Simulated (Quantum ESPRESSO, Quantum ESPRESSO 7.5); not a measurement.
# Work function and surface energy of Pb(100) against thickness

How thick must a slab of Pb(100) be?

Program: Quantum ESPRESSO 7.5. Level of theory: plane-wave DFT, PBE, GBRV ultrasoft pseudopotentials. Results are calculated unless marked as measured.

**What experiment says.**

“Anisotropic work function of elemental crystals” (2019, arxiv:1902.07811) quotes from earlier work for Pb (polycrystalline sample, no single face): work function, loosely compared (polycrystalline sample, no single face) 4.25 eV.

## (1) Starting point

The cell holds 8 atoms: 8 Pb. Its edges and angles: a = 3.500 Å, b = 3.500 Å, c = 32.325 Å, α = 90.0°, β = 90.0°, γ = 90.0°. It derives from Pb. Vacuum lies along c.

Structure file:

```cif
data_structure
_symmetry_space_group_name_H-M 'P 1'
_symmetry_Int_Tables_number 1
_cell_length_a 3.5002
_cell_length_b 3.5002
_cell_length_c 32.3250
_cell_angle_alpha 90.000
_cell_angle_beta 90.000
_cell_angle_gamma 90.000
_cell_volume 396.02
loop_
_atom_site_label
_atom_site_type_symbol
_atom_site_fract_x
_atom_site_fract_y
_atom_site_fract_z
_atom_site_occupancy
Pb1 Pb 0.50000 0.50000 0.23202 1
Pb2 Pb 0.00000 0.00000 0.30858 1
Pb3 Pb 0.50000 0.50000 0.38515 1
Pb4 Pb 0.00000 0.00000 0.46172 1
Pb5 Pb 0.50000 0.50000 0.53828 1
Pb6 Pb 0.00000 0.00000 0.61485 1
Pb7 Pb 0.50000 0.50000 0.69142 1
Pb8 Pb 0.00000 0.00000 0.76798 1
```

## (2) Running the series

ASE writes the inputs, starts pw.x and reads the results. Under ESM bc1 the zero of energy of a symmetric slab is the vacuum, so the work function is minus the Fermi level.

Contents of run.py:

```python
import json
import numpy as np
from ase.build import fcc100
from ase.calculators.espresso import Espresso, EspressoProfile

profile = EspressoProfile(command='mpirun -n 4 pw.x -nk 4', pseudo_dir='../pseudo')
pseudopotentials = {'Pb': 'pb_pbe_v1.uspp.F.UPF'}
system = {'ecutwfc': 40, 'ecutrho': 200, 'occupations': 'smearing', 'smearing': 'mv', 'degauss': 0.02}


def calculator(name, kpts, **extra):
    data = dict(control=dict(tprnfor=True, verbosity='high', disk_io='none'),
                system=system | extra,
                electrons=dict(conv_thr=1e-07, mixing_beta=0.4, mixing_mode='local-TF',
                               electron_maxstep=100))
    return Espresso(profile=profile, directory=name, pseudopotentials=pseudopotentials, kpts=kpts, input_data=data)


def centre(atoms):
    z = atoms.positions[:, 2]
    atoms.positions[:, 2] -= (z.max() + z.min()) / 2  # ESM wants the slab about z = 0
    return atoms


rows = []
for n in [3, 4, 5, 6, 7, 8]:
    slab = centre(fcc100('Pb', size=(1, 1, n), a=4.95, vacuum=7.5, periodic=True))
    slab.set_initial_magnetic_moments([0.0] * n)
    slab.calc = calculator(f'n{n}', (8, 8, 1), assume_isolated='esm', esm_bc='bc1')
    energy = slab.get_potential_energy()
    work = -slab.calc.get_fermi_level()
    force = slab.get_forces()[-1, 2]
    rows.append([n, energy, work, force])
    print(f'{n} layers: E = {energy:.5f} eV, work function {work:.3f} eV, force on the top atom {force:+.3f} eV/A')

n, energy = np.array(rows)[:, :2].T
slope, offset = np.polyfit(n[1:], energy[1:], 1)
area = np.linalg.norm(np.cross(*slab.cell[:2]))
gamma = offset / (2 * area) * 16.0218
print(f'bulk energy from the slope {slope:.5f} eV an atom; unrelaxed surface energy {gamma:.3f} J/m^2')
json.dump(dict(rows=rows, slope=slope, gamma=gamma), open('result.json', 'w'))
```

On the command line:

```console
$ OMP_NUM_THREADS=1 python run.py
```

The log of the run:

```text
3 layers: E = -6699.83691 eV, work function 3.724 eV, force on the top atom +0.026 eV/A
4 layers: E = -8933.35133 eV, work function 3.752 eV, force on the top atom -0.116 eV/A
5 layers: E = -11166.79504 eV, work function 3.705 eV, force on the top atom -0.143 eV/A
6 layers: E = -13400.24047 eV, work function 3.759 eV, force on the top atom -0.174 eV/A
7 layers: E = -15633.74442 eV, work function 3.771 eV, force on the top atom -0.090 eV/A
8 layers: E = -17867.23113 eV, work function 3.735 eV, force on the top atom -0.163 eV/A
bulk energy from the slope -2233.47090 eV an atom; unrelaxed surface energy 0.362 J/m^2
```

The job ended after 16 min (4 MPI ranks of Arm Neoverse V2, shared host; peak memory 1.3 GiB).

The input that ASE wrote for the first run, and its log:

```
&CONTROL
   verbosity        = 'high'
   tprnfor          = .true.
   disk_io          = 'none'
   pseudo_dir       = '../pseudo'
/
&SYSTEM
   ecutwfc          = 40
   ecutrho          = 200
   occupations      = 'smearing'
   degauss          = 0.02
   smearing         = 'mv'
   assume_isolated  = 'esm'
   esm_bc           = 'bc1'
   ntyp             = 1
   nat              = 3
   ibrav            = 0
/
&ELECTRONS
   electron_maxstep = 100
   conv_thr         = 1e-07
   mixing_mode      = 'local-TF'
   mixing_beta      = 0.4
/
&IONS
/
&CELL
/
&FCP
/
&RISM
/
ATOMIC_SPECIES
Pb 207.2 pb_pbe_v1.uspp.F.UPF

K_POINTS automatic
8 8 1  0 0 0

CELL_PARAMETERS angstrom
3.50017856687341 0.00000000000000 0.00000000000000
0.00000000000000 3.50017856687341 0.00000000000000
0.00000000000000 0.00000000000000 19.95000000000000

ATOMIC_POSITIONS angstrom
Pb 0.0000000000 0.0000000000 -2.4750000000  
Pb 1.7500892834 1.7500892834 0.0000000000  
Pb 0.0000000000 0.0000000000 2.4750000000
```

```text
Program PWSCF v.7.5 starts
[citation notice left out]

     Parallel version (MPI & OpenMP), running on       4 processor cores
     Number of MPI processes:                 4
     Threads/MPI process:                     1

     MPI processes distributed on     1 nodes
[... 1 line left out ...]

Warning: card &CELL ignored
Warning: card &FCP ignored
Warning: card &RISM ignored

     Current dimensions of program PWSCF are:
     Max number of different atomic species (ntypx) = 10
     Max number of k-points (npk) =  40000
     Max angular momentum in pseudopotentials (lmaxx) =  4
     Message from routine setup:
     using ibrav=0 with symmetry is DISCOURAGED, use correct ibrav instead

     K-points division:     npool     =       4
     Subspace diagonalization in iterative solution of the eigenvalue problem:
     a serial algorithm will be used

     G-vector sticks info
     --------------------
     sticks:   dense  smooth     PW     G-vecs:    dense   smooth      PW
     Sum         697     553    177                78617    56391    9595

     Using Slab Decomposition

     bravais-lattice index     =            0
     lattice parameter (alat)  =       6.6144  a.u.
     unit-cell volume          =    1649.3769 (a.u.)^3
     number of atoms/cell      =            3
     number of atomic types    =            1
     number of electrons       =        42.00
     number of Kohn-Sham states=           25
     kinetic-energy cutoff     =      40.0000  Ry
     charge density cutoff     =     200.0000  Ry
     scf convergence threshold =      1.0E-07
     mixing beta               =       0.4000
     number of iterations used =            8  local-TF  mixing
     Exchange-correlation= SLA  PW   PBE  PBE
                           (   1   4   3   4   0   0   0)

     Effective Screening Medium Method
     =================================
     Boundary Conditions: Vacuum-Slab-Vacuum
     total charge in unit cell        =   0.0000
     grid points for fit at edges     =        4

[... 10 lines left out ...]
     PseudoPot. # 1 for Pb read from file:
     ../pseudo/pb_pbe_v1.uspp.F.UPF
     Pseudo is Ultrasoft + core correction, Zval = 14.0
     Generated by new atomic code, or converted to UPF format
     Using radial grid of  899 points,  6 beta functions with:
                l(1) =   0
                l(2) =   0
                l(3) =   1
                l(4) =   1
                l(5) =   2
                l(6) =   2
     Q(r) pseudized with  6 coefficients,  rinner =    1.000   1.000   1.000
                                                       1.000   1.000

     atomic species   valence    mass     pseudopotential
     Pb               14.00   207.20000     Pb( 1.00)

     16 Sym. Ops., with inversion, found

                                    s                        frac. trans.

      isym =  1     identity

 cryst.   s( 1) = (     1          0          0      )
[... 524 lines left out ...]
   -13.5281 -11.5442  -5.9869  -3.4471  -1.0195  -1.0185  -0.9487  -0.5168
     0.5861

     occupation numbers
     1.0000   1.0000   1.0000   1.0000   1.0000   1.0000   1.0000   1.0000
     1.0000   1.0000   1.0000   1.0000   1.0000   1.0000   1.0000   1.0000
     1.0000   1.0000   1.0000   0.0279   0.0000   0.0000   0.0000   0.0000
     0.0000

[... 140 lines left out ...]

     the Fermi energy is    -3.7236 ev

!    total energy              =    -492.42897322 Ry
     estimated scf accuracy    <       0.00000008 Ry
     smearing contrib. (-TS)   =      -0.00088858 Ry
     internal energy E=F+TS    =    -492.42808464 Ry

     The total energy is F=E-TS. E is the sum of the following terms:
     one-electron contribution =    2186.59377953 Ry
     hartree contribution      =   -1084.12047676 Ry
     xc contribution           =    -190.04756786 Ry
     ewald contribution        =   -1404.85381955 Ry

     convergence has been achieved in  17 iterations

     negative rho (up, down):  4.954E-02 0.000E+00

     Forces acting on atoms (cartesian axes, Ry/au):

     atom    1 type  1   force =     0.00000000    0.00000000   -0.00099291
     atom    2 type  1   force =     0.00000000    0.00000000    0.00000000
     atom    3 type  1   force =     0.00000000    0.00000000    0.00099291
     The non-local contrib.  to forces
     atom    1 type  1   force =     0.00000000    0.00000000    0.13695063
     atom    2 type  1   force =     0.00000000    0.00000000    0.00000000
     atom    3 type  1   force =     0.00000000    0.00000000   -0.13695063
     The ionic contribution  to forces
     atom    1 type  1   force =    -0.00000000   -0.00000000 -110.40851187
     atom    2 type  1   force =     0.00000000    0.00000000    0.00000000
     atom    3 type  1   force =    -0.00000000   -0.00000000  110.40851187
     The local contribution  to forces
     atom    1 type  1   force =    -0.00000000   -0.00000000  110.26630703
     atom    2 type  1   force =     0.00000000    0.00000000    0.00001684
     atom    3 type  1   force =    -0.00000000   -0.00000000 -110.26627335
     The core correction contribution to forces
     atom    1 type  1   force =     0.00000000    0.00000000    0.00376146
     atom    2 type  1   force =     0.00000000    0.00000000    0.00000000
     atom    3 type  1   force =     0.00000000    0.00000000   -0.00376146
     The Hubbard contrib.    to forces
     atom    1 type  1   force =     0.00000000    0.00000000    0.00000000
     atom    2 type  1   force =     0.00000000    0.00000000    0.00000000
     atom    3 type  1   force =     0.00000000    0.00000000    0.00000000
     The SCF correction term to forces
     atom    1 type  1   force =    -0.00000001    0.00000001    0.00051665
     atom    2 type  1   force =    -0.00000002   -0.00000002   -0.00000006
     atom    3 type  1   force =    -0.00000001   -0.00000004   -0.00051670

     Total force =     0.001404     Total SCF correction =     0.000731
     SCF correction compared to forces is large: reduce conv_thr to get better values
     Message from routine punch:
     Nothing written, as per user request (disk_io='none')

[... 1 line left out ...]

[... 1 line left out ...]

[... 1 line left out ...]

[... 3 lines left out ...]

[... 1 line left out ...]

[... 2 lines left out ...]

[... 1 line left out ...]

[... 1 line left out ...]

=------------------------------------------------------------------------------=
   JOB DONE.
=------------------------------------------------------------------------------=
```

This step gave:

```
surface energy                     : 0.3615 J/m²
work function of the thickest slab : 3.735 eV
```

Table of work function by layers:

| layers | work function (eV) |
| --- | --- |
| 3.00 | 3.72 |
| 4.00 | 3.75 |
| 5.00 | 3.71 |
| 6.00 | 3.76 |
| 7.00 | 3.77 |
| 8.00 | 3.73 |

Table of force on the top atom along the normal by layers:

| layers | force on the top atom along the normal (eV/Å) |
| --- | --- |
| 3.00 | 0.0255 |
| 4.00 | -0.116 |
| 5.00 | -0.143 |
| 6.00 | -0.174 |
| 7.00 | -0.0897 |
| 8.00 | -0.163 |

Table of energy less the bulk line's slope by layers:

| layers | energy less the bulk line's slope (meV) |
| --- | --- |
| 3.00 | 576 |
| 4.00 | 532 |
| 5.00 | 559 |
| 6.00 | 585 |
| 7.00 | 552 |
| 8.00 | 536 |

## (3) Running the series: LDA, GBRV ultrasoft

Level of this step: plane-wave DFT, LDA, GBRV ultrasoft pseudopotentials (Quantum ESPRESSO 7.5).

run.py is the input of step 2 with these lines changed:

```diff
@@ -6,3 +6,3 @@
 profile = EspressoProfile(command='mpirun -n 4 pw.x -nk 4', pseudo_dir='../pseudo')
-pseudopotentials = {'Pb': 'pb_pbe_v1.uspp.F.UPF'}
+pseudopotentials = {'Pb': 'pb_lda_v1.uspp.F.UPF'}
 system = {'ecutwfc': 40, 'ecutrho': 200, 'occupations': 'smearing', 'smearing': 'mv', 'degauss': 0.02}
```

On the command line:

```console
$ OMP_NUM_THREADS=1 python run.py
```

The log of the run:

```text
3 layers: E = -6694.28388 eV, work function 4.048 eV, force on the top atom -0.318 eV/A
4 layers: E = -8926.06203 eV, work function 4.067 eV, force on the top atom -0.445 eV/A
5 layers: E = -11157.77593 eV, work function 4.028 eV, force on the top atom -0.456 eV/A
6 layers: E = -13389.49067 eV, work function 4.074 eV, force on the top atom -0.515 eV/A
7 layers: E = -15621.26017 eV, work function 4.088 eV, force on the top atom -0.414 eV/A
8 layers: E = -17853.01610 eV, work function 4.058 eV, force on the top atom -0.498 eV/A
bulk energy from the slope -2231.73924 eV an atom; unrelaxed surface energy 0.598 J/m^2
```

Elapsed: 16 min, on 4 MPI ranks; peak memory 1.3 GiB; 65 min of CPU time.

Numbers from this step:

* surface energy: 0.5979 J/m²
* work function of the thickest slab: 4.058 eV

Table of work function by layers:

| layers | work function (eV) |
| --- | --- |
| 3.00 | 4.05 |
| 4.00 | 4.07 |
| 5.00 | 4.03 |
| 6.00 | 4.07 |
| 7.00 | 4.09 |
| 8.00 | 4.06 |

Force on the top atom along the normal against layers:

| layers | force on the top atom along the normal (eV/Å) |
| --- | --- |
| 3.00 | -0.318 |
| 4.00 | -0.445 |
| 5.00 | -0.456 |
| 6.00 | -0.515 |
| 7.00 | -0.414 |
| 8.00 | -0.498 |

Table of energy less the bulk line's slope by layers:

```
layers  energy less the bulk line's slope (meV)
  3.00                                      934
  4.00                                      895
  5.00                                      920
  6.00                                      945
  7.00                                      914
  8.00                                      898
```

## (4) A check by hand

γ = (E_N − N e_bulk)/(2A). The excess of the thickest slab is 0.536 eV and A = 12.251 Å²: 0.536/(2 × 12.251) × 16.02 = 0.35 J/m² (1 eV/Å² = 16.02 J/m²); the fit's intercept gives 0.36.

## (5) Summary of results

| Property | Result |
| --- | --- |
| work function of the thickest slab, PBE, GBRV ultrasoft | 3.73 eV |
| unrelaxed surface energy, PBE, GBRV ultrasoft | 0.36 J/m² |
| work function of the thickest slab, LDA, GBRV ultrasoft | 4.06 eV |
| unrelaxed surface energy, LDA, GBRV ultrasoft | 0.60 J/m² |

What this shows: The thickest slab gives a work function of 3.73 eV and the series an unrelaxed surface energy of 0.36 J/m² (PBE, GBRV ultrasoft). The work function swings by 0.07 eV over 3 to 8 layers and by 0.04 eV over the last step; confined states crossing the Fermi level and the finite mesh both contribute. From 3 layers on it stays within 0.1 eV. The force on the top atom of the thickest slab points inwards (0.16 eV/Å). The slabs are cut from the bulk at the tabulated lattice constant and not relaxed; the surface energy comes from a straight line through the energies of all but the thinnest slab. Spin-orbit coupling is left out; depending on the atoms that carry the levels of interest, it can split and shift them by tenths of an eV to an eV or more.

Calculation against experiment:

| quantity | measured | PBE, GBRV | LDA, GBRV |
| --- | --- | --- | --- |
| work function, loosely compared (polycrystalline sample, no single face) (eV) | 4.25 | 3.73 (-0.52 eV) | 4.06 (-0.19 eV) |

Measured values from arxiv:1902.07811 (2019).

How well it matches: A polycrystal averages over faces, so this is a loose comparison.

[Logs are printed without paths, hosts, clocks, repeated set-up lines and the standing remarks that a program may print on its own settings, such as how far it seeks lower states.]

[Hosts, paths, dates, database ids (printed as entryN), source tags and the programs' standing remarks are cut or masked in the printed files.]

[Maps of the electrostatic potential energy from Ansatz leave out the sawtooth potential of an applied field or a dipole correction, so their vacuum need not be flat; planar profiles and work functions include it.]
